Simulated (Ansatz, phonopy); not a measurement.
## Cu (Copper, Fm-3m): thermal expansion from first principles

Aim: the lattice, expansion, heat capacity and bulk modulus of Cu (Copper) as it warms.

Measurements to reproduce:
- heat capacity C_P per formula unit 24.5 J/mol/K near room temperature (given in “High-Throughput Prediction of Finite-Temperature Properties using the Quasi-Harmonic Approximation”, 2016, arXiv:1603.06924)

Method: DFT r2SCAN, scalar-relativistic, plane waves, PAW, in Ansatz 0.2.0.

Report form: the programs' logs are mostly left out.

## Step 1: Set-up

It takes space group Fm-3m (No. 225, cubic). Conventional cell: a = 3.615 Å, b = 3.615 Å, c = 3.615 Å, α = 90.00°, β = 90.00°, γ = 90.00°. Cu has 12 Cu at 2.56 Å nearest.

## Step 2: Probe on a coarse mesh

A cheap single point shows whether the cell is a metal or an insulator and how far it is from rest; that sets the k-mesh and the occupations of what follows.

File input.yaml:

```yaml
crystal:
  lattice:
    - [0.0, 1.8075, 1.8075]
    - [1.8075, 0.0, 1.8075]
    - [1.8075, 1.8075, 0.0]
  atoms:
    - { symbol: Cu, position: [0.0, 0.0, 0.0] }
kpoints:
  mp_grid: { grid: [8, 8, 8] }
hamiltonian:
  xc: r2scan
scf:
  occupations: { method: gaussian, width: 0.1 }
  lower_state_search: "off"
output:
  forces: true
  stress: true
  eigenvalues: true
```

Run with:

```sh
> ansatz run input.yaml --threads 8 --pin off --max-ram 16384MiB --backend cpu --events-out ev --progress --plain --runs-dir out
```

The job ended after 0.58 s (8 threads of Intel Xeon at 2.70GHz, shared host; peak memory 0.34 GiB; 1.7 s of CPU time).

Numbers from this step:

```yaml
pressure: -3.944 GPa
volume_per_atom: 11.81 Å³/atom
gap_on_the_k_mesh: 0 eV
```

The start is under -3.9 GPa at this level and looks like a metal on this mesh.

## Step 3: Relaxation

The vibrations must be taken about the equilibrium of this functional, not about the starting cell, so the structure is relaxed.

input.yaml, the sections that differ from step 2:

```yaml
kpoints:
  mp_grid: { grid: [20, 20, 20] }
relax:
  adjacent_minimum: "off"
  f_tol: 0.005
  max_steps: 80
  cell: { stress_tol: 0.05 }
# crystal, hamiltonian, scf, output: as in step 2
```

Run time: 5.3 s. Hardware: 8 threads; peak memory 0.43 GiB; 28 s of CPU time.

Step by step:

```tsv
step	energy less that of the first step (eV)	largest force component (eV/Å)	pressure (GPa)	volume (Å³)
1	0.0000	0.0000	-4.80	11.81
2	-0.0045	0.0000	-2.41	11.62
3	-0.0059	0.0000	0.17	11.43
4	-0.0059	0.0000	0.00	11.44
5*	-0.0058	0.0000	-0.03	11.44
```

Relaxation steps marked * repeat the geometry before them on a plane-wave basis chosen anew for their cell, so energy and pressure can jump there.

```tsv
conventional cell, symmetrised	before	after	change
a (Å)	3.615	3.577	-1.1 %
b (Å)	3.615	3.577	-1.1 %
c (Å)	3.615	3.577	-1.1 %
volume (Å³/atom)	11.81	11.44	-3.1 %
```

Final coordinates:

```xyz
1
Lattice="0.0000 1.7884 1.7884 1.7884 0.0000 1.7884 1.7884 1.7884 0.0000" Properties=species:S:1:pos:R:3 pbc="T T T"
Cu    0.0000    0.0000    0.0000
```

This step gave:

```
pressure        : -0.03047 GPa
volume per atom : 11.44 Å³/atom
```

The relaxation ends with a pressure of -0.03 GPa.

## Step 4: Tight relaxation

The thresholds are tightened for a last relaxation ahead of the phonons, and where mesh or smearing change with them the cell follows.

File input.yaml:

```yaml
crystal:
  lattice:
    - [0.0, 1.7884399128, 1.7884399128]
    - [1.7884399128, 0.0, 1.7884399128]
    - [1.7884399128, 1.7884399128, 0.0]
  atoms:
    - { symbol: Cu, position: [0.0, 0.0, 0.0] }
kpoints:
  mp_grid: { grid: [20, 20, 20] }
hamiltonian:
  xc: r2scan
scf:
  occupations: { method: methfessel_paxton, width: 0.2 }
  lower_state_search: "off"
output:
  forces: true
  stress: true
  eigenvalues: true
  write_density: true
  write_potential: true
  elf: true
  volumetric_format: npy
relax:
  adjacent_minimum: "off"
  f_tol: 0.001
  max_steps: 60
  cell: { stress_tol: 0.01 }
```

Wall time 4.2 s (8 threads); peak memory 0.45 GiB; 21 s of CPU time.

Little changed from the start: no atom moved by 0.005 Å and no cell edge by 0.1 %.

Numbers from this step:

```
pressure : -3.11e-4 GPa
```

ELF in the ac plane of the conventional cell at fractional y = 0.000, with atoms of Cu within 0.2 Å of it. It is the smooth field of the valence electrons, not physical close to the nuclei.

Ten even steps from '0' (0.17) to '9' (0.86), each cell a mean:
```
85100011100026
32000100000012
00000000000000
00000000000000
00000012100000
11000256410001
11000389620001
11000268510001
00000123200010
00000000000000
00000000000000
21000000000001
64100011100025
96200011100038
```
Columns run along a (3.6 Å), rows up along c (3.6 Å), edges of the conventional cell, whose origin can differ from the input's. Atoms in or near the plane, at fractional coordinates: Cu at (0.00, 0.00), Cu at (0.50, 0.50).

Electrostatic potential energy in the ac plane of the conventional cell at fractional y = 0.000, with atoms of Cu within 0.2 Å of it. With pseudopotentials it is smooth inside the atoms' cores, unlike the true potential.

Ten even steps from '0' (-37 eV) to '9' (20 eV), each cell a mean:
```
00269999998510
01479999999731
45799999999875
88999766789998
99997422368999
99985100037999
99984000026999
99985100026999
99997310147999
99998754579999
67899988899976
23689999999742
00379999998510
00269999998400
```
Columns run along a (3.6 Å; values clipped at the 3rd and 97th percentile), rows up along c (3.6 Å), edges of the conventional cell, whose origin can differ from the input's. Atoms in or near the plane, at fractional coordinates: Cu at (0.00, 0.00), Cu at (0.50, 0.50).

Valence density in the ac plane of the conventional cell at fractional y = 0.000, with atoms of Cu within 0.2 Å of it. It is the smooth field of the valence electrons, not physical close to the nuclei.

Values in e/Å³, 14 rows by 14 columns, each cell a mean:
```
40 21  4  1  0  0  0  0  0  0  0  2  9 28
12  7  2  1  0  0  0  0  0  0  0  1  3  9
 2  1  1  0  0  0  0  0  0  0  0  0  1  2
 0  0  0  0  0  1  1  1  1  0  0  0  0  0
 0  0  0  0  1  2  4  6  4  1  0  0  0  0
 0  0  0  0  1  7 21 30 16  4  1  0  0  0
 0  0  0  0  2 12 40 59 30  6  1  0  0  0
 0  0  0  0  2  9 28 40 21  4  1  0  0  0
 0  0  0  0  1  3  9 12  7  2  1  0  0  0
 0  0  0  0  0  1  2  2  1  1  0  0  0  0
 1  1  0  0  0  0  0  0  0  0  0  0  1  1
 6  4  1  0  0  0  0  0  0  0  0  1  2  4
30 16  4  1  0  0  0  0  0  0  0  1  7 21
59 30  6  1  0  0  0  0  0  0  0  2 12 40
```
Columns run along a (3.6 Å), rows up along c (3.6 Å), edges of the conventional cell, whose origin can differ from the input's. Atoms in or near the plane, at fractional coordinates: Cu at (0.00, 0.00), Cu at (0.50, 0.50).

The residual pressure is -3.1e-4 GPa, small enough for phonons.

## Step 5: Phonons on strained cells

The study relaxes the crystal at several strains, solves the phonons on some of them and minimises the free energy at each temperature (static energy, vibrations, the electrons in a metal, and PV under a set pressure); the q-mesh sets how far the force constants reach.

input.yaml, the sections that differ from step 4:

```yaml
crystal:
  lattice:
    - [0.0, 1.7883295597, 1.7883295597]
    - [1.7883295597, 0.0, 1.7883295597]
    - [1.7883295597, 1.7883295597, 0.0]
  atoms:
    - { symbol: Cu, position: [0.0, 0.0, 0.0] }
output:
  eigenvalues: true
phonons:
  method: dfpt
  qmesh: [4, 4, 4]
  temperatures: { t_max: 1200.0, t_step: 50 }
  thermal_expansion: {}
# kpoints, hamiltonian, scf: as in step 4
# relax: removed
```

Wall time 1.5 h (8 threads); peak memory 4.1 GiB; 11 h of CPU time.

Numbers from this step:

* pressure: 0.01136 GPa
* volume expansion coefficient at 298 K: 47.63 1e-6/K
* C_P at 298 K: 24.47 J/mol-atom/K
* entropy at 298 K: 32.68 J/mol-atom/K
* isothermal bulk modulus at 298 K: 149.9 GPa
* Grüneisen parameter at 298 K: 2.101
* volume at 298 K: 11.62 Å³/atom
* principal linear expansion coefficients at 298 K: 15.88, 15.88, 15.88 1e-6/K

Strained cells of the study; zero-point energy where phonons were solved; the pressures are stresses at a fixed cutoff and can carry an offset from the finite basis. Expansion cells, by row:

```tsv
cell	|a| (Å)	|b| (Å)	|c| (Å)	V (Å³/atom)	E - E_lowest (meV/atom)	pressure, compression positive (GPa)	gap (eV)	zero-point energy (meV/atom)
1	2.529	2.529	2.529	11.44	0	-0.002	-	-
2	2.549	2.549	2.549	11.72	3.214	-3.656	-	-
3	2.509	2.509	2.509	11.17	3.416	4.127	-	-
4	2.529	2.529	2.529	11.44	0	-0.061	-	31.84
5	2.542	2.542	2.542	11.62	1.329	-2.397	-	30.83
6	2.559	2.559	2.559	11.85	6.944	-5.244	-	29.5
7	2.574	2.574	2.574	12.06	15.26	-7.496	-	28.35
8	2.589	2.589	2.589	12.27	26.57	-9.541	-	27.22
9	2.604	2.604	2.604	12.49	40.71	-11.39	-	26.09
10	2.504	2.504	2.504	11.11	5.25	5.178	-	-
11	2.517	2.517	2.517	11.27	1.267	2.461	-	-
12	2.625	2.625	2.625	12.79	64.34	-13.64	-	-
```

Quasi-harmonic; a, b, c are the run's own cell vectors. Expansion, by row:

```tsv
T (K)	a (Å)	b (Å)	c (Å)	alpha (deg)	beta (deg)	gamma (deg)	cell volume (Å³/cell)	alpha_a (1e-6/K)	alpha_b (1e-6/K)	alpha_c (1e-6/K)	alpha_V (1e-6/K)	C_P (J/mol-atom/K)	C_V (J/mol-atom/K)	S (J/mol-atom/K)	B_T (GPa)	B_S (GPa)	Grueneisen	extrapolation	fit error (1e-6/K)
0	2.534	2.534	2.534	60	60	60	11.51	0	0	0	0	0	0	0	159.3	159.3	-	0	0
50	2.534	2.534	2.534	60	60	60	11.51	3.47	3.47	3.47	10.42	5.91	5.904	2.247	159.1	159.2	1.946	0	0
100	2.535	2.535	2.535	60	60	60	11.52	9.74	9.74	9.74	29.22	15.76	15.66	9.712	157.7	158.7	2.041	0	0
150	2.537	2.537	2.537	60	60	60	11.54	12.8	12.8	12.8	38.39	20.33	20.09	17.09	155.9	157.8	2.071	0	0
200	2.538	2.538	2.538	60	60	60	11.56	14.34	14.34	14.34	43.01	22.51	22.11	23.27	153.9	156.7	2.085	0	0.01
250	2.54	2.54	2.54	60	60	60	11.59	15.26	15.26	15.26	45.77	23.72	23.17	28.43	151.9	155.5	2.094	0	0.01
298.1	2.542	2.542	2.542	60	60	60	11.62	15.88	15.88	15.88	47.63	24.47	23.77	32.68	149.9	154.3	2.101	0	0.01
300	2.542	2.542	2.542	60	60	60	11.62	15.9	15.9	15.9	47.7	24.5	23.78	32.83	149.8	154.3	2.102	0	0.01
350	2.544	2.544	2.544	60	60	60	11.65	16.41	16.41	16.41	49.22	25.06	24.18	36.65	147.7	153	2.108	0	0.01
400	2.546	2.546	2.546	60	60	60	11.67	16.84	16.84	16.84	50.53	25.5	24.45	40.03	145.5	151.7	2.114	0	0.01
450	2.549	2.549	2.549	60	60	60	11.7	17.24	17.24	17.24	51.73	25.87	24.65	43.05	143.3	150.4	2.12	0	0.01
500	2.551	2.551	2.551	60	60	60	11.73	17.63	17.63	17.63	52.88	26.2	24.8	45.8	141.2	149.1	2.127	0	0.02
550	2.553	2.553	2.553	60	60	60	11.77	18	18	18	54	26.5	24.93	48.31	138.9	147.7	2.133	0	0.02
600	2.555	2.555	2.555	60	60	60	11.8	18.38	18.38	18.38	55.13	26.8	25.03	50.62	136.7	146.3	2.139	0	0.02
650	2.558	2.558	2.558	60	60	60	11.83	18.76	18.76	18.76	56.28	27.09	25.11	52.78	134.4	144.9	2.146	0	0.02
700	2.56	2.56	2.56	60	60	60	11.87	19.15	19.15	19.15	57.46	27.37	25.19	54.8	132.1	143.5	2.152	0	0.02
750	2.563	2.563	2.563	60	60	60	11.9	19.56	19.56	19.56	58.68	27.66	25.26	56.7	129.7	142	2.159	0	0.02
800	2.565	2.565	2.565	60	60	60	11.93	19.98	19.98	19.98	59.95	27.95	25.32	58.49	127.3	140.6	2.167	0	0.03
850	2.568	2.568	2.568	60	60	60	11.97	20.43	20.43	20.43	61.28	28.25	25.38	60.2	124.9	139.1	2.174	0	0.03
900	2.57	2.57	2.57	60	60	60	12.01	20.89	20.89	20.89	62.67	28.56	25.43	61.82	122.5	137.5	2.182	0	0.03
950	2.573	2.573	2.573	60	60	60	12.05	21.38	21.38	21.38	64.15	28.89	25.48	63.37	119.9	135.9	2.19	0	0.03
1000	2.576	2.576	2.576	60	60	60	12.09	21.9	21.9	21.9	65.71	29.22	25.54	64.86	117.4	134.4	2.199	0	0.03
1050	2.579	2.579	2.579	60	60	60	12.13	22.46	22.46	22.46	67.37	29.58	25.58	66.3	114.8	132.7	2.208	0	0.03
1100	2.582	2.582	2.582	60	60	60	12.17	23.05	23.05	23.05	69.14	29.95	25.63	67.68	112.2	131.1	2.217	0	0.02
1150	2.585	2.585	2.585	60	60	60	12.21	23.68	23.68	23.68	71.04	30.35	25.68	69.02	109.5	129.4	2.227	0	0.02
1200	2.588	2.588	2.588	60	60	60	12.25	24.36	24.36	24.36	73.08	30.77	25.72	70.32	106.7	127.6	2.237	0	0.02
```

The expansion coefficient by temperature; values in 1e-6/K:

```tsv
temperature (K)	volume	principal 1
0	0	0
50	10.4	3.47
100	29.2	9.74
200	43.0	14.3
250	45.8	15.3
298	47.6	15.9
300	47.7	15.9
350	49.2	16.4
450	51.7	17.2
500	52.9	17.6
550	54	18
600	55.1	18.4
650	56.3	18.8
700	57.5	19.1
800	60.0	20.0
850	61.3	20.4
900	62.7	20.9
950	64.2	21.4
1000	65.7	21.9
1100	69.1	23.1
1150	71.0	23.7
1200	73.1	24.4
```

At 298 K the volume expansion is 47.6 × 10⁻⁶/K and B_T is 150 GPa. The q-mesh is coarse, so this is a first estimate. The program raised the cutoff to 580 eV by itself: with no cutoff typed, the study takes about 1.16 times the default for its relaxations and scales it with the volume for the phonons.

## Step 6: Free-energy fit

This step: DFT r2SCAN, scalar-relativistic, plane waves, PAW (phonopy 4.10.0).

Numbers from this step:

```yaml
volume_expansion_coefficient_at_300_k: 47.63 1e-6/K
isothermal_bulk_modulus_at_300_k: 149.8 GPa
c_p_at_300_k: 24.58 J/mol-atom/K
grueneisen_parameter_at_300_k: 2.117
```

Table of energy (each curve on its own zero) by volume; values in meV/atom:

```tsv
volume (Å³/atom)	static	F at 0 K	F at 300 K	F at 1200 K
11.443	0	2.87	7.71	29.4
11.615	1.33	3.19	6.45	20.9
11.850	6.94	7.47	8.54	13.1
12.059	15.3	14.6	13.7	9.36
12.271	26.6	24.8	21.8	8.29
12.488	40.7	37.8	32.6	9.69
```

Phonopy-qha, vinet fit of F(V) at each temperature. Qha vinet, by row:

```tsv
T (K)	fitted volume (Å³/atom)	alpha_V (1e-6/K)	B_T (GPa)	C_P (J/mol-atom/K)	Grueneisen
100	11.52	27.58	157.6	15.33	1.934
150	11.54	37.69	155.8	20.34	2.042
200	11.56	42.73	153.9	22.6	2.083
250	11.59	45.64	151.8	23.81	2.103
300	11.62	47.63	149.8	24.58	2.117
350	11.65	49.18	147.7	25.12	2.127
400	11.67	50.51	145.5	25.55	2.137
450	11.7	51.72	143.3	25.91	2.146
500	11.73	52.87	141.1	26.23	2.156
550	11.77	54.01	138.9	26.54	2.165
600	11.8	55.14	136.6	26.82	2.175
650	11.83	56.3	134.3	27.11	2.184
700	11.86	57.49	132	27.39	2.194
750	11.9	58.73	129.6	27.68	2.205
800	11.93	60.01	127.2	27.97	2.215
850	11.97	61.35	124.8	28.27	2.226
900	12.01	62.76	122.3	28.58	2.238
950	12.05	64.24	119.8	28.9	2.25
1000	12.09	65.81	117.3	29.24	2.262
1050	12.13	67.46	114.7	29.59	2.274
1100	12.17	69.22	112.1	29.96	2.287
1150	12.21	71.08	109.5	30.36	2.301
```

Volume expansion coefficient against temperature; values in 1e-6/K:

```tsv
temperature (K)	phonopy-qha, Vinet	Ansatz's own study
100	27.6	29.2
150	37.7	38.4
200	42.7	43.0
250	45.6	45.8
300	47.6	47.7
350	49.2	49.2
400	50.5	50.5
450	51.7	51.7
500	52.9	52.9
550	54.0	54
600	55.1	55.1
650	56.3	56.3
700	57.5	57.5
750	58.7	58.7
800	60.0	60.0
850	61.4	61.3
900	62.8	62.7
950	64.2	64.2
1000	65.8	65.7
1050	67.5	67.4
1100	69.2	69.1
1150	71.1	71.0
```

The fit gives a volume expansion of 47.6 × 10⁻⁶/K at 300 K, against 47.6 at 298 K from the study itself, whose static fit uses more cells.

## Step 7: Outcome

| Item | Value |
| --- | --- |
| settings of these figures | r2SCAN, 580 eV, k 20×20×20, q 4×4×4 |
| volume expansion coefficient at 298 K | 47.63 1e-6/K |
| C_P at 298 K | 24.47 J/mol-atom/K |
| entropy at 298 K | 32.68 J/mol-atom/K |
| isothermal bulk modulus at 298 K | 149.9 GPa |
| Grüneisen parameter at 298 K | 2.101 |
| volume at 298 K | 11.62 Å³/atom |
| principal linear expansion coefficients at 298 K | 15.88, 15.88, 15.88 1e-6/K |

**Reading.** Near room temperature Cu (Copper) expands by 47.6 × 10⁻⁶/K in volume by r2SCAN, with C_P = 24.5 J/(mol K) per mole of atoms and B_T = 150 GPa. The q-mesh is coarse, and the expansion can converge slowly with it. C_P at room temperature is 98 % of the classical 3R an atom; C_V is 95 %, and the rest is expansion work. In this metal the study includes the electrons' free energy, which adds a term that grows with temperature, so the heat capacities need not level off at 3R. A measured heat capacity per formula unit near room temperature is 24.5 J/mol/K (arXiv:1603.06924); the calculated 24.5 J/mol/K agrees within half a per cent. The PAW files were made for PBE and are used here under another functional, for which the program regenerates the frozen cores.

[Logs are printed without paths, hosts, clocks, repeated set-up lines and the standing remarks that a program may print on its own settings, such as how far it seeks lower states.]

[Hosts, paths, dates, database ids (printed as entryN), source tags and the programs' standing remarks are cut or masked in the printed files.]

[A step with changed settings may run another functional than the one named; its input shows which.]
